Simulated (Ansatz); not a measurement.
# TiRe (Pm-3m): from the cell to its phonons, part 2 of 2

The cell of TiRe (Pm-3m) is at rest. What are its phonons? After the zone centre comes a 4×4×4 q mesh on a 16×16×16 k mesh.

Ansatz 0.2.0; DFT PBEsol, scalar-relativistic, plane waves, PAW; PAW set soft_1.

So far. Step 2 (Modes at Γ): Before it was imposed, the acoustic sum rule was missed by 8.2e-5 eV/Å². Small misses are needed for a sound result but don't prove that mesh and cutoff are converged. The lowest optical mode is real, 279 cm⁻¹.

## (3) Phonons on a q mesh (continued)

Interpolated from a 4×4×4 q mesh. Phonon branches along the path, in cm⁻¹:

```tsv
point	branch 1	branch 2	branch 3	branch 4	branch 5	branch 6
Γ	0	0	0	279	279	279
halfway	66	66	127	246	246	302
X	116	116	168	193	193	339
halfway	127	138	146	224	274	327
M	135	135	162	256	309	309
halfway	101	102	145	243	277	300
Γ	0	0	0	279	279	279
halfway	117	117	141	276	276	285
R	140	140	140	308	308	308
halfway	132	135	143	252	292	317
X	116	116	168	193	193	339
jump to R	140	140	140	308	308	308
halfway	139	139	142	267	306	306
M	135	135	162	256	309	309
```

The phonon branches as a text plot (rows in cm⁻¹):

```
    332 |      *****                                  ****
    317 |    **     ***  *                         ***
    303 |   *        *********           ***********      *******
    289 |  *        *      ** **        *  **    *  *      *
    275 |**                  **************       *  *      *
    261 |  *       *   *       *    ****           *  *      ****
    247 |   *        ** ***  **                     *
    233 |    *    * *      **                        * *
    219 |     *    *                                  *
    205 |        **                                    **
    190 |      ***                                      **
    176 |
    162 |      ***    ***                               **     **
    148 |    **   ****   *****                     *****     **
    134 |   *      ********   *        ****************   *******
    120 |       ****      ***        ** *             ****
    106 |      *             * *
     92 |  *  *               *     *  *
     78 |    *                * *    **
     63 | * *                  *
     49 |                       *  **
     35 |* *                    **
     21 | *                      * *
      7 |*                        *
         Γ      X      M          Γ            R        X|R     M
```

Tetrahedra on a 20×20×20 mesh, mean over bins of 5 cm-1. Interpolated from a 4×4×4 q mesh. The phonon density of states by wavenumber; read off at these points:

```tsv
wavenumber (cm⁻¹)	phonon density of states (1/cm⁻¹/cell)
2	1.0e-5
12	1.1e-4
22	4.8e-4
28	7.7e-4
38	0.00153
48	0.0025
58	0.00378
68	0.00538
72	0.00634
82	0.00858
92	0.0116
102	0.0160
112	0.0244
122	0.0391
128	0.0470
138	0.106
148	0.0554
158	0.00952
168	1.8e-4
172	0
182	0
192	7.0e-5
202	0.00282
212	0.00543
218	0.00707
228	0.0116
238	0.0225
248	0.0308
252	0.0328
258	0.0292
268	0.0272
272	0.0225
282	0.0216
292	0.0275
302	0.0403
308	0.0633
312	0.0354
318	0.0219
328	0.0126
338	0.00298
```

The partial phonon density of states has structure finer than the step of the table below, so its rows give means over 20 cm⁻¹, whole bins alone (the curve runs from -10 to 358 cm⁻¹). Peaks (cm⁻¹: height): Re 138.2: 0.0992; Ti 251.7: 0.0299, 307.2: 0.0538.

Phonopy on the run's constants, 19x19x19 mesh, Gaussian sigma 2.6 cm-1. Interpolated from a 4×4×4 q mesh. The partial phonon density of states by wavenumber; means over each step; values in 1/cm⁻¹/cell:

```tsv
wavenumber (cm⁻¹)	Re	Ti
0	2.4e-5	5.2e-6
20	3.7e-4	9.5e-5
40	0.00151	3.8e-4
60	0.00340	7.9e-4
80	0.00679	0.00136
100	0.0132	0.00188
120	0.0337	0.00217
140	0.0719	0.00234
160	0.00962	3.8e-4
180	1.5e-5	1.2e-5
200	1.1e-4	0.00233
220	6.0e-4	0.00778
240	0.00184	0.0223
260	0.00216	0.0261
280	0.00162	0.0199
300	0.00210	0.0369
320	9.5e-4	0.0221
340	4.7e-5	0.00334
```

Second derivatives of the energy by pair, one row for each kind of neighbour of each atom listed. Each entry sums the pair over the periodic images of the supercell that the q mesh stands for, and in a polar crystal it holds the long-range dipole part too. Force constants by pair, by row:

```tsv
atom	neighbour	distance (Å)	third of the trace (eV/Å²)	along the pair's line (eV/Å²)
Ti1	itself	0	13.1	–
Ti1	Re	2.67	-1.3	-3.173
Ti1	Ti	3.083	-0.5167	-2.068
Ti1	Ti	4.36	0.0087	-0.2958
Ti1	Re	5.113	-0.0248	-0.1316
Ti1	Ti	5.34	0.068	0.3135
Ti1	Ti	6.166	-0.0197	-0.073
Ti1	Re	6.719	0.0191	0.0062
Ti1	Ti	6.894	-0.0172	-0.0273
Re2	itself	0	13.84	–
Re2	Ti	2.67	-1.3	-3.173
Re2	Re	3.083	-0.3355	-1.119
Re2	Re	4.36	-0.144	-0.4625
Re2	Ti	5.113	-0.0248	-0.1316
Re2	Re	5.34	0.1376	0.1976
Re2	Re	6.166	0.0566	0.2026
Re2	Ti	6.719	0.0191	0.0062
Re2	Re	6.894	-0.0445	-0.0796
```

Harmonic thermodynamic functions per atom, from the density of states. Interpolated from a 4×4×4 q mesh. Thermodynamic functions, by row:

```tsv
T (K)	F_vib (meV/atom)	S (J/mol-atom/K)	C_V (J/mol-atom/K)
0	37.52	0	0
50	37.25	2.011	5.109
100	34.64	8.287	13.4
200	19.53	20.33	20.65
300	-6.36	29.19	22.85
400	-40.24	35.9	23.73
500	-80.31	41.25	24.15
600	-125.4	45.67	24.39
700	-174.8	49.44	24.53
800	-227.7	52.73	24.63
900	-283.9	55.63	24.69
1000	-343	58.23	24.74
```

Harmonic mean-square displacement, third of the trace. Interpolated from a 4×4×4 q mesh. Mean square displacements, by row:

```tsv
T (K)	Ti1 U_eq (Å²)	Re2 U_eq (Å²)
0	0.00144	7.30e-4
100	0.00175	0.00117
300	0.00345	0.00298
600	0.00649	0.00585
```

Symmetry leaves 10 wavevectors to solve. The lowest mode among them, the acoustic zeros apart, lies at q = (0, 0, 0.25) and is real, 65.5 cm⁻¹.

## (4) Another isotope

An isotope changes the mass and not the force constants, so no new electronic calculation is needed; the shifts show which modes move this element.

The same force constants with the mass of Ti changed from 47.867 to 49.945 u (phonopy, no LO-TO term). Both lists are sorted by frequency; levels can cross, so a row need not hold one and the same mode. Modes under 3 cm⁻¹ are left out. Isotope shifts, by row:

```tsv
q	rank	natural mass (cm⁻¹)	changed mass (cm⁻¹)
0 0 0	4	278.7	274.1
0 0 0	5	278.7	274.1
0 0 0	6	278.7	274.1
0 0 0.25	1	65.47	65.19
0 0 0.25	2	65.47	65.19
0 0 0.25	3	127.3	127.2
0 0 0.25	4	246.2	242.1
0 0 0.25	5	246.2	242.1
0 0 0.25	6	302.2	296.3
0 0 -0.5	1	116.3	116.3
0 0 -0.5	2	116.3	116.3
0 0 -0.5	3	168.1	168.1
0 0 -0.5	4	193.1	189.1
0 0 -0.5	5	193.1	189.1
0 0 -0.5	6	338.6	331.5
0 0.25 0.25	1	100.8	100.4
0 0.25 0.25	2	101.7	101.4
0 0.25 0.25	3	145.2	145.2
0 0.25 0.25	4	243	238.6
0 0.25 0.25	5	276.6	270.8
0 0.25 0.25	6	300.1	294.6
```

A mode of this element alone would shift by -2.10 %. The highest zone-centre frequency without the field goes from 278.7 to 274.1 cm⁻¹ (-1.7 %). The product of the frequency ratios over all optical modes at Γ is 0.951; the product rule, (m/m′)^(3k/2) (M′/M)^(3/2) with k = 1 such atoms and M the mass of the cell, gives 0.951.

## (5) Results

```
space group (within 0.01 Å)                             : Pm-3m
volume per atom                                         : 14.7 Å³
electronic character                                    : no gap on this mesh
highest optical mode at the zone centre (no LO-TO term) : 279 cm⁻¹
lowest optical zone-centre mode                         : 279 cm⁻¹
lowest mode on the q mesh (acoustic modes at Γ apart)   : 65.5 cm⁻¹
highest frequency on the path or at a solved wavevector : 339 cm⁻¹
zero-point energy per atom                              : 37.5 meV
heat capacity at 300 K                                  : 22.9 J/(mol atoms K)
vibrational entropy at 300 K                            : 29.2 J/(mol atoms K)
Debye temperature (second moment)                       : 404 K
imaginary modes on the 4×4×4 q mesh                     : none
```

What this shows: The structure is a minimum as far as tested: no mode is imaginary at the 10 irreducible wavevectors of the 4×4×4 mesh, and the softest away from the acoustic zeros lies at 65 cm⁻¹. The optical modes at Γ form one degenerate level at 279 cm⁻¹. The highest mode in this list at Γ, 278.7 cm⁻¹, is mostly motion of Ti (80 % of the kinetic energy). On the path and the mesh, the widest gap between branches runs from 168 to 193 cm⁻¹. With no gap, or one that is small against the smearing, the frequencies hang on the k mesh and the smearing, most of all near Kohn anomalies. The phonon runs are without spin polarisation, although the cell has an odd electron count. Spin-orbit coupling is left out, which can matter for the heavy elements here. The PAW files were made for PBE and serve the other functionals too. These are harmonic frequencies at zero temperature: anharmonic shifts, linewidths and thermal expansion are left out.

[Logs are printed without paths, hosts, clocks, repeated set-up lines and the standing remarks that a program may print on its own settings, such as how far it seeks lower states.]

[Hosts, paths, dates, database ids (printed as entryN), source tags and the programs' standing remarks are cut or masked in the printed files.]
